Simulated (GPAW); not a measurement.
# Dielectric function and optical constants of GaAs

Wanted: where GaAs starts to absorb, how strongly, and its refractive index.

Program: GPAW 26.7.0. Level of theory: DFT, PBE, plane-wave PAW (GPAW data sets), scalar-relativistic, RPA, optical limit. Results are calculated unless marked as measured.

### Step 1. Starting point

The structure is cubic, space group F-43m (No. 216). Conventional cell: a = 5.654 Å, b = 5.654 Å, c = 5.654 Å, α = 90.00°, β = 90.00°, γ = 90.00°. Nearest to As lie 4 Ga at 2.45 Å. Ga has 4 As at 2.45 Å nearest. Farther neighbours are not listed.

### Step 2. Ground state

The self-consistent density comes first; it also tells whether there is a gap, which decides the occupations and the need for a Drude term.

This step: DFT, PBE, plane-wave PAW (GPAW data sets), scalar-relativistic, ground state (GPAW 26.7.0).

Contents of gs.py:

```python
from ase import Atoms
from ase.dft.bandgap import bandgap
from gpaw import GPAW, PW, FermiDirac

atoms = Atoms(['As', 'Ga'],
              cell=[[0.000000000000, 2.826850000000, 2.826850000000],
                    [2.826850000000, 0.000000000000, 2.826850000000],
                    [2.826850000000, 2.826850000000, 0.000000000000]],
              scaled_positions=[[0.750000000000, 0.750000000000, 0.750000000000],
                                [0.000000000000, 0.000000000000, 0.000000000000]],
              pbc=[True, True, True])
atoms.calc = GPAW(mode=PW(500), xc='PBE', kpts={'size': (7, 7, 7), 'gamma': True},
                  occupations=FermiDirac(0.05), maxiter=150, txt='gs.txt')
print('energy (eV)', atoms.get_potential_energy())
print('Fermi level (eV)', atoms.calc.get_fermi_level())
print('valence electrons', atoms.calc.get_number_of_electrons())
print('gap (eV)', bandgap(atoms.calc, output=None)[0])
print('direct gap (eV)', bandgap(atoms.calc, direct=True, output=None)[0])
atoms.calc.write('gs.gpw')
```

Run with:

```sh
$ OMP_NUM_THREADS=1 python gs.py
```

Numbers of over 12 decimals in the logs are rounded to 6 here.

Log:

```text
__  _  _
 | _ |_)|_||  |
 |__||  | ||/\| - 26.7.0

Versions:
  Python: 3.12.14
  ASE:    3.29.0
  Numpy:  2.5.5
  Scipy:  1.18.1
  Libxc:  7.0.0

Input parameters:
  mode=PW(ecut=500.0),
  kpts=MonkhorstPack(size=(7, 7, 7), gamma=True),
  maxiter=150,
  occupations=Occupations(name='fermi-dirac', width=0.05, fixmagmom=False),
  xc=XC(name='PBE')

Diagonalizing LCAO Hamiltonian
Converting LCAO to pw mode

                    As

       Ga

Atoms  # Å, Bohr magnetons
|   | symbol |        x |        y |        z |    initial magnetic moments |
| 0 |     As | 4.240275 | 4.240275 | 4.240275 | ( 0.0000,  0.0000,  0.0000) |
| 1 |     Ga | 0.000000 | 0.000000 | 0.000000 | ( 0.0000,  0.0000,  0.0000) |

Unit cell  # Å
| periodic |        x |        y |        z |  lengths |    angles |
|      yes | 0.000000 | 2.826850 | 2.826850 | 3.997770 | 60.000000 |
|      yes | 2.826850 | 0.000000 | 2.826850 | 3.997770 | 60.000000 |
|      yes | 2.826850 | 2.826850 | 0.000000 | 3.997770 | 60.000000 |

Number of symmetries: 24
Symmetry operations  # r_c * U_cc + t_c -> r_c
|    | kind |            matrix            |
|  0 |  E   |  1, 0, 0,  0, 1, 0,  0, 0, 1 |
|  1 |  σ   |  1, 0, 0,  0, 0, 1,  0, 1, 0 |
|  2 |  σ   |  1, 0,-1,  0, 1,-1,  0, 0,-1 |
|  3 |  C3  |  1, 0,-1,  0, 0,-1,  0, 1,-1 |
|  4 |  C3  |  1,-1, 0,  0,-1, 1,  0,-1, 0 |
|  5 |  σ   |  1,-1, 0,  0,-1, 0,  0,-1, 1 |
|  6 |  σ   |  0, 1, 0,  1, 0, 0,  0, 0, 1 |
|  7 |  C3  |  0, 1, 0,  0, 0, 1,  1, 0, 0 |
|  8 |  C2  |  0, 1,-1,  1, 0,-1,  0, 0,-1 |
|  9 |  S4  |  0, 1,-1,  0, 0,-1,  1, 0,-1 |
| 10 |  C3  |  0, 0, 1,  1, 0, 0,  0, 1, 0 |
| 11 |  σ   |  0, 0, 1,  0, 1, 0,  1, 0, 0 |
| 12 |  S4  |  0, 0,-1,  1, 0,-1,  0, 1,-1 |
| 13 |  C3  |  0, 0,-1,  0, 1,-1,  1, 0,-1 |
| 14 |  S4  |  0,-1, 1,  1,-1, 0,  0,-1, 0 |
| 15 |  C2  |  0,-1, 1,  0,-1, 0,  1,-1, 0 |
| 16 |  C3  |  0,-1, 0,  1,-1, 0,  0,-1, 1 |
| 17 |  S4  |  0,-1, 0,  0,-1, 1,  1,-1, 0 |
| 18 |  S4  | -1, 1, 0, -1, 0, 1, -1, 0, 0 |
| 19 |  C3  | -1, 1, 0, -1, 0, 0, -1, 0, 1 |
| 20 |  C3  | -1, 0, 1, -1, 1, 0, -1, 0, 0 |
| 21 |  S4  | -1, 0, 1, -1, 0, 0, -1, 1, 0 |
| 22 |  σ   | -1, 0, 0, -1, 1, 0, -1, 0, 1 |
| 23 |  C2  | -1, 0, 0, -1, 0, 1, -1, 1, 0 |

BZ-sampling:
  Number of BZ points: 343
  Number of IBZ points: 20

  Monkhorst-Pack size: [7, 7, 7]
  Monkhorst-Pack shift: [0, 0, 0]

K-points  # in reciprocal-cell coordinates
|     |                                coordinates |     weight |
|   0 | (  0.00000000,   0.00000000,   0.00000000) | 0.00291545 |
|   1 | (  0.14285714,   0.14285714,   0.00000000) | 0.01749271 |
|   2 | (  0.14285714,   0.14285714,   0.14285714) | 0.02332362 |
|   3 | (  0.28571429,   0.14285714,   0.14285714) | 0.03498542 |
|   4 | (  0.28571429,   0.28571429,   0.00000000) | 0.01749271 |
|   5 | (  0.28571429,   0.28571429,   0.14285714) | 0.06997085 |
|   6 | (  0.28571429,   0.28571429,   0.28571429) | 0.02332362 |
|   7 | (  0.42857143,  -0.28571429,  -0.28571429) | 0.03498542 |
|   8 | (  0.42857143,   0.28571429,  -0.42857143) | 0.13994169 |
|   9 | (  0.42857143,   0.28571429,  -0.28571429) | 0.06997085 |
| ... |                                            |            |
|  19 | (  0.42857143,   0.42857143,   0.42857143) | 0.02332362 |

Plane wave coefficients: 1161
Cutoff: 500.0 eV

Spin-components: 1 (collinear spins)
Bands:           8
Projectors:      10
Spin-degeneracy: 2
Datatype:        complex128

Parallelization:
  kpt:    1
  domain: 1
  band:   1

Density:
  Valence electrons: 8.0
  Components: 1
  Grid points: [21 21 21]
  Charge: 0.0  # |e|

Potential:
  Grid points: [21 21 21]

species:
  As:
    name:    Arsenic
    id:
    Z:       33.0
    valence: 5
    core:    28
    charge:  0.0  # [|e|]
    compensation charges:
      type: gauss
      rc: 0.33  # [Å]
      lmax: 2
    cutoffs:
      filter: 1.87  # [Å]
      core: 2.96  # [Å]
    projectors
    | kind |    occ | energy [eV] | rcut [Å] |
    |   4s |  2.000 |     -14.487 |    1.058 |
    |   4p |  3.000 |      -5.196 |    1.058 |
    |    s |        |      12.725 |    1.058 |
    |    p |        |      22.016 |    1.058 |
    |    d |        |       0.000 |    1.058 |

    Using partial waves for As as LCAO basis

  Ga:
    name:    Gallium
    id:
    Z:       31.0
    valence: 3
    core:    28
    charge:  0.0  # [|e|]
    compensation charges:
      type: gauss
      rc: 0.37  # [Å]
      lmax: 2
    cutoffs:
      filter: 2.06  # [Å]
      core: 4.17  # [Å]
    projectors
    | kind |    occ | energy [eV] | rcut [Å] |
    |   4s |  2.000 |      -8.945 |    1.164 |
    |   4p |  1.000 |      -2.580 |    1.164 |
    |    s |        |      18.266 |    1.164 |
    |    p |        |      24.631 |    1.164 |
    |    d |        |       0.000 |    1.164 |

    Using partial waves for Ga as LCAO basis

Reference energy: -114387.645129  # eV

eigensolver:
  PPCG
  Converge bands: occupied
  niter=2

density mixing:
  MSR1-Mixer
  Pratt-step length: 0.05
  Maximum mixing coefficient: 0.75
  Old densities: 10
  SVD Regularization: 0.005
  Good broyden scale: 1.0
  Trust region scale: 1.0
  Backstep threshold: 4.0
  History deletion threshold: 6.0
  Fourier metric: weight=20.0, sigma=0.015

occupation numbers:
  Fermi-Dirac:
    width: 0.0500  # eV

poisson solver:
  ecut: 4000.0  # eV

xc functional:
  name: PBE with 2 nearest neighbor stencil

convergence criteria:
- Maximum [total energy] change in last 3 cyles: 0.0005 eV / valence electron
- Maximum integral of absolute [dens]ity change: 0.0001 electrons / valence electron
- Maximum integral of absolute [eigenst]ate change: 4e-08 eV^2 / valence electron
maximum number of iterations: 150

SCF iterations
|iter     |      energy | eigst |  dens |
|iter:   1||   -8.311640 | -0.65 |       |
|iter:   2||   -8.294379 | -2.94 | -0.89 |
|iter:   3||   -8.220730 | -2.06 | -0.92 |
|iter:   4||   -8.222702 | -3.69 | -1.52 |
|iter:   5||   -8.222993c| -4.58 | -2.04 |
|iter:   6||   -8.223013c| -5.82 | -2.77 |
|iter:   7||   -8.223014c| -7.21 | -3.53 |
|iter:   8||   -8.223014c| -8.32c| -4.08c|

Converged in 8 steps
SCF loop duration: 2.852 s (0.356 s/step)
Energy contributions relative to reference atoms: (reference = -114387.645129)

Energy contributions:
  Kinetic:          26.954834
  Coulomb:         -23.832816
  Zero:              0.019295
  External:          0.000000
  Xc:              -11.364318
  Entropy:          -0.000020
  Spinorbit:         0.000000
  ----------------------------
  Free energy:      -8.223024
  Extrapolated:     -8.223014

dipole moment: (-10.954578, -10.954578, -10.954578)  # |e|*Ang

Fermi level: 5.245
Eigenvalues  # (at kpt = [0.000, 0.000, 0.000])
| band index |      eig [eV] | occ [0-2] |
|          0 |        -7.773 |     2.000 |
|          1 |         4.924 |     1.997 |
|          2 |         4.924 |     1.997 |
|          3 |         4.924 |     1.997 |
|          4 |         5.510 |     0.010 |
|          5 |         8.695 |     0.000 |
|          6 |         8.695 |     0.000 |
|          7 |         8.695 |     0.000 |

Gap: 0.586 eV
Transition (v -> c):
  (s=0, k=0, n=3, [0.00, 0.00, 0.00]) -> (s=0, k=0, n=4, [0.00, 0.00, 0.00])
No difference between direct/indirect transitions

--- standard output ---
energy (eV) -8.223014
Fermi level (eV) 5.244616
valence electrons 8.0
gap (eV) 0.585943
direct gap (eV) 0.585943
```

Run time: 3.9 s. Hardware: 1 thread of Arm Neoverse V2, shared host; peak memory 0.13 GiB.

Read-outs, printed or worked out from the files:

```
energy                 : -8.223 eV
Fermi energy           : 5.245 eV
gap on the k-mesh      : 0.5859 eV
direct gap on the mesh : 0.5859 eV
electrons              : 8
```

There is a gap, 0.59 eV on this mesh (points off the mesh can give less), so no carriers' term is needed.

### Step 3. Bands for the response

At the fixed density, many empty bands are solved on the mesh of the response, since the spectrum sums over them.

This step: DFT, PBE, plane-wave PAW (GPAW data sets), scalar-relativistic, bands at fixed density (GPAW 26.7.0).

Contents of nscf.py:

```python
from ase.dft.bandgap import bandgap
from gpaw import GPAW, FermiDirac

calc = GPAW('gs.gpw').fixed_density(kpts={'size': (11, 11, 11), 'gamma': True}, nbands=34, convergence={'bands': 28},
                                    occupations=FermiDirac(0.001), txt='nscf.txt')
print('gap (eV)', bandgap(calc, output=None)[0])
print('direct gap (eV)', bandgap(calc, direct=True, output=None)[0])
print('top band over the Fermi level (eV)', min(calc.get_eigenvalues(kpt=k)[27] for k in range(len(calc.get_ibz_k_points()))) - calc.get_fermi_level())
calc.write('full.gpw', mode='all')
```

Run with:

```sh
$ OMP_NUM_THREADS=1 python nscf.py
```

Log:

```text
Diagonalizing LCAO Hamiltonian
Converting LCAO to pw mode
convergence criteria:
- Maximum integral of absolute [eigenst]ate change: 4e-08 eV^2 / valence electron
maximum number of iterations: 150

SCF iterations
|iter     |      energy | eigst |  dens |
|iter:   1||             | +3.56 |       |
|iter:   2||             | +1.83 |       |
|iter:   3||             | -0.24 |       |
|iter:   4||             | -1.68 |       |
|iter:   5||             | -3.33 |       |
|iter:   6||             | -4.57 |       |
|iter:   7||             | -6.02 |       |
|iter:   8||             | -6.96 |       |
|iter:   9||             | -7.54c|       |
SCF steps: 9
  __  _  _
 | _ |_)|_||  |
 |__||  | ||/\| - 26.7.0

Versions:
  Python: 3.12.14
  ASE:    3.29.0
  Numpy:  2.5.5
  Scipy:  1.18.1
  Libxc:  7.0.0

Input parameters:
  mode=PW(ecut=500.0),
  convergence={'bands': 28},
  gpts=array([21, 21, 21]),
  kpts=MonkhorstPack(size=(11, 11, 11), gamma=True),
  maxiter=150,
  nbands=34,
  occupations=Occupations(name='fermi-dirac', width=0.001, fixmagmom=False),
  parallel={},
  xc=XC(name='PBE')

--- standard output ---
gap (eV) 0.585943
direct gap (eV) 0.585943
top band over the Fermi level (eV) 28.398305
```

It took 33 s on 1 thread; peak memory 0.18 GiB.

### Step 4. Dielectric function, RPA

Local fields let the induced charge screen the field inside the cell, which as a rule lowers ε, most along directions where the density is uneven.

This step: DFT, PBE, plane-wave PAW (GPAW data sets), scalar-relativistic, RPA, optical limit (GPAW 26.7.0).

Contents of df.py:

```python
from gpaw.response.df import DielectricFunction

df = DielectricFunction('full.gpw', frequencies={'type': 'nonlinear', 'domega0': 0.03, 'omega2': 8},
                        ecut=60,
                        eta=0.15,
                        nbands=28,
                        txt='df.txt')
for direction in ['x']:
    df.get_dielectric_function(xc='RPA', direction=direction, filename=f'df_{direction}.csv')
```

Run with:

```sh
$ OMP_NUM_THREADS=1 python df.py
```

Log:

```text
Using integrator: PointIntegrator
NonLinearFrequencyDescriptor(from 0.000 to 46.201 eV, 455 points)
Nonperiodic BCs:  [False False False]
Using integrator: PointIntegrator
NonLinearFrequencyDescriptor(from 0.000 to 46.201 eV, 455 points)
Nonperiodic BCs:  [False False False]

Calculating chi0 body with:
    Ground state adapter containing:
    Number of spins: 1
    Number of kpoints: 1331
    Number of irreducible kpoints: 56
    Number of completely occupied states: 4
    Number of partially occupied states: 4

    Linear response parametrization:
    q_c: [0.0, 0.0, 0.0]
    Number of frequency points: 455
    Planewave cutoff: 60.0
    Number of bands: 28
    Number of planewaves: 59
    Broadening (eta): 0.15

Integrating chi0 body.

Symmetries of q_c:
    Direct symmetries (Uq -> q): 24
    Indirect symmetries (TUq -> q): 24
In total 48 allowed symmetries.

56 groups of equivalent kpoints. 95.792637% reduction.

Integral kind: spectral function

Calculating chi0 optical extensions with:
    Ground state adapter containing:
    Number of spins: 1
    Number of kpoints: 1331
    Number of irreducible kpoints: 56
    Number of completely occupied states: 4
    Number of partially occupied states: 4

    Linear response parametrization:
    Number of frequency points: 455
    Planewave cutoff: 60.0
    Number of bands: 28
    Number of planewaves: 59
    Broadening (eta): 0.15
Integrating chi0 head and wings.

Symmetries of q_c:
    Direct symmetries (Uq -> q): 24
    Indirect symmetries (TUq -> q): 24
In total 48 allowed symmetries.

56 groups of equivalent kpoints. 95.792637% reduction.

Integral kind: spectral function wings
```

Elapsed: 4.7 s, on 1 thread; peak memory 0.27 GiB.

Read-outs, printed or worked out from the files:

| Quantity | Value |
| --- | --- |
| electronic dielectric constant ε∞, mean over x, y and z (by symmetry where fewer were run) | 15.79 |
| centre of weight of the strongest loss peak in the window | 16.53 eV |

Some rows of df_x.csv (energy; Re and Im without local fields; Re and Im with them):

```text
0.000000, 17.195117, -0.000000, 15.788507, -0.000000
0.555532, 16.406826, 7.483686, 14.992881, 7.395170
1.143969, 14.685448, 1.465994, 13.068658, 1.371018
1.768324, 16.523334, 4.833377, 14.586328, 4.434395
2.431988, 11.119204, 8.662076, 9.324700, 7.934575
3.138794, 10.768885, 12.292492, 9.082789, 10.655230
3.893091, 13.994923, 20.497692, 12.212105, 15.386248
4.699832, 2.048265, 13.305648, 2.036603, 10.287047
5.564682, -4.598851, 9.032181, -3.788809, 7.918861
6.494155, -4.206830, 5.725227, -3.136184, 5.182644
7.495775, -3.839280, 3.003600, -3.307944, 3.108615
8.578281, -2.212304, 2.120908, -1.817670, 1.883318
9.751884, -2.185816, 1.318804, -1.875768, 1.585123
11.028587, -1.481499, 0.924298, -1.201030, 1.107479
12.422601, -0.849954, 0.591196, -0.703298, 0.662630
13.950874, -0.441908, 0.446573, -0.268411, 0.455451
15.633783, -0.153266, 0.320494, 0.032675, 0.351854
17.496047, 0.082874, 0.184382, 0.188576, 0.270566
19.567954, 0.269938, 0.123231, 0.323621, 0.192589
```

The Im ε, E ∥ x has structure finer than the step of the table below, so its rows give means over 1 eV, whole bins alone (the curve runs from 0 to 21.9 eV). Peaks (eV: height): 0.6: 7.72, 2.2: 15.5, 4.2: 23.8, 5.0: 16.9.

Sum at mesh points, not converged in k; values under the direct gap are tails of Lorentzian lines. Table of Im ε, E ∥ x by photon energy; means over each step:

photon energy (eV), Im ε, E ∥ x and a bar:
```
        1        3.1 ######
        2        8.3 ################
        3        9.7 ##################
        4       15.8 ##############################
        5       12.1 #######################
        6        6.5 ############
        7        4.5 ########
        8        2.5 ####
        9        2.0 ####
       10        1.4 ##
       11        1.1 ##
       12        0.7 #
       13        0.5 #
       14        0.4 #
       15        0.4 
       16        0.3 
       17        0.3 
       18        0.3 
       19        0.2 
       20        0.2 
       21        0.1
```

The reflectivity at normal incidence, E ∥ x has structure finer than the step of the table below, so its rows give means over 1 eV, whole bins alone (the curve runs from 0 to 21.9 eV). Peaks (eV: height): 2.2: 44.6, 4.3: 58.3, 5.3: 59.6, 5.9: 58.1, 7.3: 59.1, 9.8: 53.1, 12.0: 49.9.

Sum at mesh points, not converged in k. Reflectivity at normal incidence, E ∥ x against photon energy; means over each step:

```tsv
photon energy (eV)	reflectivity at normal incidence, E ∥ x (%)
1	32.8
2	38.4
3	36.5
4	47.5
5	50.3
6	52.8
7	52.2
8	52.8
9	45.3
10	49.7
11	46.6
12	47.7
13	45.3
14	37.6
15	30.5
16	22.5
17	16.7
18	12.4
19	9.94
20	6.73
21	4.81
```

Sum at mesh points, not converged in k; values under the direct gap are tails of Lorentzian lines. The loss function −Im 1/ε at q → 0, E ∥ x by energy loss; read off at these points:

energy loss (eV), loss function −Im 1/ε at q → 0, E ∥ x and a bar:
```
      0.0       0.00 
      1.0       0.01 
      2.0       0.02 
      3.0       0.05 
      4.0       0.04 
      5.0       0.06 #
      6.0       0.10 #
      7.0       0.13 #
      8.0       0.21 ##
      9.0       0.28 ##
     10.0       0.33 ###
     11.0       0.41 ####
     12.0       0.56 #####
     13.0       1.02 #########
     14.0       1.62 ##############
     15.0       2.62 ######################
     15.4       3.08 ##########################
     16.0       2.63 ######################
     16.4       3.54 ##############################
     17.0       3.05 ##########################
     18.0       2.27 ###################
     19.0       1.79 ###############
     20.0       1.13 ##########
     21.0       0.78 #######
```

The Im ε, E ∥ x has structure finer than the step of the table below, so its rows give means over 0.5 eV, whole bins alone (the curve runs from 0 to 21.9 eV). Peaks (eV: height): without local fields 0.59: 7.80, 2.17: 16.9, 4.11: 28.4, 4.93: 19.2; with local fields 0.59: 7.72, 2.17: 15.5, 4.20: 23.8, 5.03: 16.9.

Sum at mesh points, not converged in k; values under the direct gap are tails of Lorentzian lines. Table of Im ε, E ∥ x by photon energy; means over each step:

```tsv
photon energy (eV)	without local fields	with local fields
0.5	4.66	4.60
1.0	1.90	1.82
1.5	4.11	3.81
2.0	10.1	9.18
2.5	10.2	9.26
3.0	11.7	10.2
3.5	12.0	9.85
4.0	23.6	18.7
4.5	14.4	12.7
5.0	16.4	14.6
5.5	9.39	8.77
6.0	6.69	6.35
6.5	5.72	5.13
7.0	4.81	4.94
7.5	2.90	3.01
8.0	2.66	2.56
8.5	2.18	2.03
9.0	2.03	1.99
9.5	1.77	1.94
10.0	1.23	1.36
10.5	1.14	1.20
11.0	0.954	1.12
11.5	0.757	0.887
12.0	0.624	0.731
12.5	0.552	0.623
13.0	0.502	0.527
13.5	0.438	0.464
14.0	0.417	0.448
14.5	0.344	0.399
15.0	0.314	0.357
15.5	0.315	0.337
16.0	0.277	0.366
16.5	0.222	0.283
17.0	0.194	0.279
17.5	0.182	0.268
18.0	0.171	0.262
18.5	0.139	0.240
19.0	0.112	0.177
19.5	0.124	0.185
20.0	0.110	0.167
20.5	0.105	0.151
21.0	0.101	0.150
21.5	0.0858	0.135
```

Optical constants at common wavelengths, from n + ik = √ε:

```tsv
wavelength (nm)	n	k	R (%)	1/α
1064	3.64	0.192	32.5	442 nm
633	4.32	0.767	40.2	66 nm
532	3.20	1.580	36.4	27 nm
450	3.50	1.366	36.7	26 nm
405	3.45	1.518	37.6	21 nm
308	4.08	2.436	48.6	10 nm
248	2.86	2.929	51.3	6.7 nm
```

Below the direct gap, k and the depth come from the tails of the Lorentzian lines, not from transitions.

Rows near the edge hang on the gap, which this functional as a rule makes too small, and phonon-assisted absorption is left out.

### Step 5. What came out

```json
{
 "electronic dielectric constant ε∞, mean over x, y and z (by symmetry where fewer were run) (RPA)": "15.8",
 "centre of weight of the strongest loss peak in the window, first axis": "16.5 eV"
}
```

In words: At this level (PBE, RPA) GaAs has ε∞ = 15.8 and n = 3.23 at 1550 nm. On the mesh the gap is 0.59 eV and the least direct gap 0.59 eV. Local fields change the static value along x from 17.20 to 15.79 (-8 %). Excitons and phonon-assisted transitions are missing; PBE gaps are as a rule too small, which pulls the onset down and ε∞ up. The sum runs over mesh points 0.17 Å⁻¹ apart with no interpolation, so peaks are partly noise of the mesh; over so small a direct gap single mesh points weigh heavily, so ε∞, n and their changes from run to run can be far off. Besides steps told in other documents, this task had 1 run with a known fault of program or setting; those not told in a step above aren't shown.

[Machine, clock and banner lines and Python warnings are left out of the logs.]

[Logs are printed without paths, hosts, clocks, repeated set-up lines and the standing remarks that a program may print on its own settings, such as how far it seeks lower states.]

[Hosts, paths, dates, database ids (printed as entryN), source tags and the programs' standing remarks are cut or masked in the printed files.]
